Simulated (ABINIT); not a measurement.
# LiH (Fm-3m): G0W0 with ABINIT, start to end

Wanted: ground state, empty states, screening and self-energy for LiH (Fm-3m).

Program: ABINIT 10.8.3. Level of theory: PBE and many-body steps on it, plane waves. Results are calculated unless marked as measured.

The database entry behind the starting cell differs from later determinations by our own check (the deuteride, about 0.2 % short), so it need not match the best structure at ambient conditions.

## (1) Starting point

Symmetry: Fm-3m, No. 225, cubic system. Conventional cell: a = 4.074 Å, b = 4.074 Å, c = 4.074 Å, α = 90.00°, β = 90.00°, γ = 90.00°. Nearest to Li lie 6 H at 2.04 Å. H has 6 Li at 2.04 Å nearest. Farther neighbours are not listed.

The cell and positions come from the Crystallography Open Database and are kept as given unless a step says otherwise.

## (2) Ground state

This step: ABINIT 10.8.3; DFT, PBE, plane waves, norm-conserving pseudopotentials.

The ground-state density comes first.

File run.abi:

```
acell 3*1.0 Angstrom
rprim 
  0.000000000000 2.036750000000 2.036750000000
  2.036750000000 -0.000000000000 2.036750000000
  2.036750000000 2.036750000000 -0.000000000000
ntypat 2
znucl 3 1
natom 2
typat 1 2
xred 
  0.000000000000 0.000000000000 0.000000000000
  0.500000000000 0.500000000000 0.500000000000
pp_dirpath "pseudos"
pseudos "Li.upf, H.upf"
ecut 33
ngkpt 8 8 8
nshiftk 1
shiftk 0 0 0
kptopt 1
chksymbreak 0
nband 7
occopt 1
tolvrs 1e-10
nstep 60
prtwf 0
optforces 0
optstress 0
indata_prefix "in"
outdata_prefix "out"
tmpdata_prefix "tmp"
```

On the command line:

```sh
$ OMP_NUM_THREADS=1 mpirun -n 4 abinit run.abi > log
```

Numbers of over 12 decimals in the logs are rounded to 6 here.

Output:

```text
.Version 10.8.3 of ABINIT. v10.8.2 released Aug 2026.

 Symmetries : space group Fm -3 m (#225); Bravais cF (face-center cubic)
================================================================================
 Values of the parameters that define the memory need of the present run
     intxc =       0    ionmov =       0      iscf =       7    lmnmax =       4
     lnmax =       4     mgfft =      30  mpssoang =       2    mqgrid =    3001
     natom =       2  nloc_mem =       1    nspden =       1   nspinor =       1
    nsppol =       1      nsym =      48    n1xccc =       0    ntypat =       2
    occopt =       1   xclevel =       2
-    mband =           7        mffmem =           1         mkmem =           8
       mpw =        1042          nfft =       27000          nkpt =          29
================================================================================
  Rough estimation (10% accuracy) of disk space for files :
================================================================================

--------------------------------------------------------------------------------
------------- Echo of variables that govern the present computation ------------
--------------------------------------------------------------------------------
 -outvars: echo values of preprocessed input variables --------
            acell      1.8897261259E+00  1.8897261259E+00  1.8897261259E+00 Bohr

      chksymbreak           0
             ecut      3.30000000E+01 Hartree
-          fftalg         312

              ixc     -101130
              kpt      0.00000000E+00  0.00000000E+00  0.00000000E+00
                       1.25000000E-01  0.00000000E+00  0.00000000E+00
                       2.50000000E-01  0.00000000E+00  0.00000000E+00
                       3.75000000E-01  0.00000000E+00  0.00000000E+00
                       5.00000000E-01  0.00000000E+00  0.00000000E+00
                       1.25000000E-01  1.25000000E-01  0.00000000E+00
                       2.50000000E-01  1.25000000E-01  0.00000000E+00
                       3.75000000E-01  1.25000000E-01  0.00000000E+00
                       5.00000000E-01  1.25000000E-01  0.00000000E+00
   [... 18 further rows ...]
                      -3.75000000E-01  5.00000000E-01  1.25000000E-01
                      -2.50000000E-01  5.00000000E-01  2.50000000E-01
         kptrlatt        8    0    0      0    8    0      0    0    8
          kptrlen      4.35453291E+01
P           mkmem           8
            natom           2
            nband           7
            ngfft          30      30      30
             nkpt          29
            nstep          60
             nsym          48
           ntypat           2
              occ      2.000000  2.000000  0.000000  0.000000  0.000000  0.000000
                       0.000000
        optforces           0
        optstress           0
            prtwf           0
            rprim      0.0000000000E+00  2.0367500000E+00  2.0367500000E+00
[...]
spgroup         225

           tolvrs      1.00000000E-10

             xred      0.0000000000E+00  0.0000000000E+00  0.0000000000E+00
[...]
znucl        3.00000    1.00000

================================================================================

 chkinp: Checking input parameters for consistency.

================================================================================
== DATASET  1 ==================================================================
-   mpi_nproc: 4, omp_nthreads: 1 (-1 if OMP is not activated)

--- !DatasetInfo
iteration_state: {dtset: 1, }
dimensions: {natom: 2, nkpt: 29, mband: 7, nsppol: 1, nspinor: 1, nspden: 1, mpw: 1042, }
cutoff_energies: {ecut:  33.0, pawecutdg:  -1.0, }
electrons: {nelect:   4.00000000E+00, charge:   0.00000000E+00, occopt:   1.00000000E+00, tsmear:   1.00000000E-02, }

 Real(R)+Recip(G) space primitive vectors, cartesian coordinates (Bohr,Bohr^-1):
 R(1)=  0.0000000  3.8488997  3.8488997  G(1)= -0.1299073  0.1299073  0.1299073
 R(2)=  3.8488997  0.0000000  3.8488997  G(2)=  0.1299073 -0.1299073  0.1299073
 R(3)=  3.8488997  3.8488997  0.0000000  G(3)=  0.1299073  0.1299073 -0.1299073
 Unit cell volume ucvol=  1.1403542E+02 bohr^3
 Angles (23,13,12)=  6.00000000E+01  6.00000000E+01  6.00000000E+01 degrees

 getcut: wavevector=  0.0000  0.0000  0.0000  ngfft=  30  30  30
         ecut(hartree)=     33.000   => boxcut(ratio)=   2.13368

--- Pseudopotential description ------------------------------------------------
- Li Generated using ONCVPSP code by D. R. Hamann
-  3.00000   3.00000  171031                  znucl, zion, pspdat
12 -101130 1 -1 1944                          pspcod,pspxc,lmax,lloc,mmax
     nproj     2     2
  pspatm : epsatm=    2.74360059
         --- l  ekb(1:nproj) -->
[...]
pspatm: atomic psp has been read  and splines computed

- H Generated using ONCVPSP code by D. R. Hamann
-  1.00000   1.00000  171031                  znucl, zion, pspdat
12 -101130 1 -1 1166                          pspcod,pspxc,lmax,lloc,mmax
     nproj     2     1
  pspatm : epsatm=    0.36186929
         --- l  ekb(1:nproj) -->
             0   -1.701123   -0.534484
             1   -0.503321
 pspatm: atomic psp has been read  and splines computed

   1.24218795E+01                                ecore*ucvol(ha*bohr**3)
--------------------------------------------------------------------------------

_setup2: Arith. and geom. avg. npw (full set) are    1032.553    1032.522

================================================================================

--- !BeginCycle
iteration_state: {dtset: 1, }
solver: {iscf: 7, nstep: 60, nline: 4, wfoptalg: 0, }
tolerances: {tolvrs: 1.00E-10, }

     iter   Etot(hartree)      deltaE(h)  residm     vres2
 ETOT  1  -7.811692    -7.812E+00 6.179E-02 2.587E+01
 ETOT  2  -7.817687    -5.995E-03 2.470E-04 4.040E-01
 ETOT  3  -7.817700    -1.248E-05 1.186E-04 6.596E-03
 ETOT  4  -7.817700    -1.199E-07 2.107E-04 1.152E-04
 ETOT  5  -7.817700    -3.355E-09 9.743E-05 1.581E-07
 ETOT  6  -7.817700    -7.541E-12 9.509E-05 2.306E-09
 ETOT  7  -7.817700    -1.421E-14 3.678E-05 2.465E-11

 At SCF step    7       vres2   =  2.47E-11 < tolvrs=  1.00E-10 =>converged.

--- !ResultsGS
iteration_state: {dtset: 1, }
comment   : Summary of ground state results
lattice_vectors:
- [  0.0000000,   3.8488997,   3.8488997, ]
- [  3.8488997,  -0.0000000,   3.8488997, ]
- [  3.8488997,   3.8488997,  -0.0000000, ]
lattice_lengths: [   5.44317,    5.44317,    5.44317, ]
lattice_angles: [ 60.000,  60.000,  60.000, ] # degrees, (23, 13, 12)
lattice_volume:   1.1403542E+02
convergence: {deltae: -1.421E-14, res2:  2.465E-11, residm:  3.678E-05, diffor:  0.000E+00, }
etotal    :  -7.81769999E+00
entropy   :   0.00000000E+00
fermie    :  -1.27892219E-02
cartesian_stress_tensor: null
pressure_GPa: null
xred      :
- [  0.0000E+00,   0.0000E+00,   0.0000E+00, Li]
- [  5.0000E-01,   5.0000E-01,   5.0000E-01,  H]
cartesian_forces: null
force_length_stats: {min: null, max: null, mean: null, }

 Integrated electronic density in atomic spheres:
 ------------------------------------------------
 Atom  Sphere_radius  Integrated_density
    1        2.00000          2.24993717
    2        2.00000          1.27207296
================================================================================

 ----iterations are completed or convergence reached----

 Mean square residual over all n,k,spin=   27.132E-08; max=  36.778E-06
 reduced coordinates (array xred) for    2 atoms
       0.000000000000      0.000000000000      0.000000000000
       0.500000000000      0.500000000000      0.500000000000
 rms dE/dt=  0.0000E+00; max dE/dt=  0.0000E+00; dE/dt below (all hartree)
    1       0.000000000000      0.000000000000      0.000000000000
    2       0.000000000000      0.000000000000      0.000000000000

 cartesian coordinates (angstrom) at end:
    1      0.000000     0.000000     0.000000
    2      2.036750     2.036750     2.036750
 length scales=  1.889726125908  1.889726125908  1.889726125908 bohr
              =  1.000000000000  1.000000000000  1.000000000000 angstroms
 prteigrs : about to open file out_EIG
 Fermi (or HOMO) energy (hartree) =  -0.01279   Average Vxc (hartree)=  -0.30380
 Eigenvalues (hartree) for nkpt=  29  k points:
 kpt#   1, nband=  7, wtk=  0.00195, kpt=  0.0000  0.0000  0.0000 (reduced coord)
  -1.64081   -0.20586    0.55593    0.62682    0.62682    0.62682    0.79790
 prteigrs : prtvol=0 or 1, do not print more k-points.

--- !EnergyTerms
iteration_state     : {dtset: 1, }
comment             : Components of total free energy in Hartree
kinetic             :  5.77687050537605E+00
hartree             :  1.64440145734382E+00
xc                  : -2.05284246565356E+00
Ewald energy        : -3.40272690322020E+00
psp_core            :  1.08930009251063E-01
local_psp           : -5.17068083719169E+00
non_local_psp       : -4.72165175675936E+00
total_energy        : -7.81769999085388E+00
total_energy_eV     : -2.12730454006327E+02
band_energy         : -3.46840377958160E+00

== END DATASET(S) ==============================================================
================================================================================

 -outvars: echo values of variables after computation  --------
           etotal     -7.8176999909E+00
            nband           7
             nkpt          29
          spgroup         225
 [... the other variables as echoed above ...]

 Calculation completed.
```

It took 2.3 s on 4 MPI ranks of Arm Neoverse V2, shared host; peak memory 0.07 GiB; 8.8 s of CPU time.

This step gave:

```
total energy               : -212.7305 eV
gap                        : 3.022 eV
k of the valence top       : 0.5, 0.5, 0
k of the conduction bottom : 0.5, 0.5, 0
least direct gap           : 3.022 eV
```

The gap is direct, at (0.500, 0.500, 0.000).

(Continued in part 2 of 3.)

[Paths, hosts, dates, memory and timing lines, banners, echoed tables and standing remarks are left out of the program output.]

[Logs are printed without paths, hosts, clocks, repeated set-up lines and the standing remarks that a program may print on its own settings, such as how far it seeks lower states.]

[Runs of the session that timed out or met a known fault of the program may be left out.]

[Hosts, paths, dates, database ids (printed as entryN), source tags and the programs' standing remarks are cut or masked in the printed files.]

[G0W0 gaps are taken among the corrected bands and points alone; a level outside them can change the order at an edge.]

[Where Ansatz stands beside ABINIT at settings called matched, ABINIT's density can come from a denser mesh and the files from another edition; pairs whose starting gaps differed by over 0.03 eV were left out, so agreement reads better than it is.]
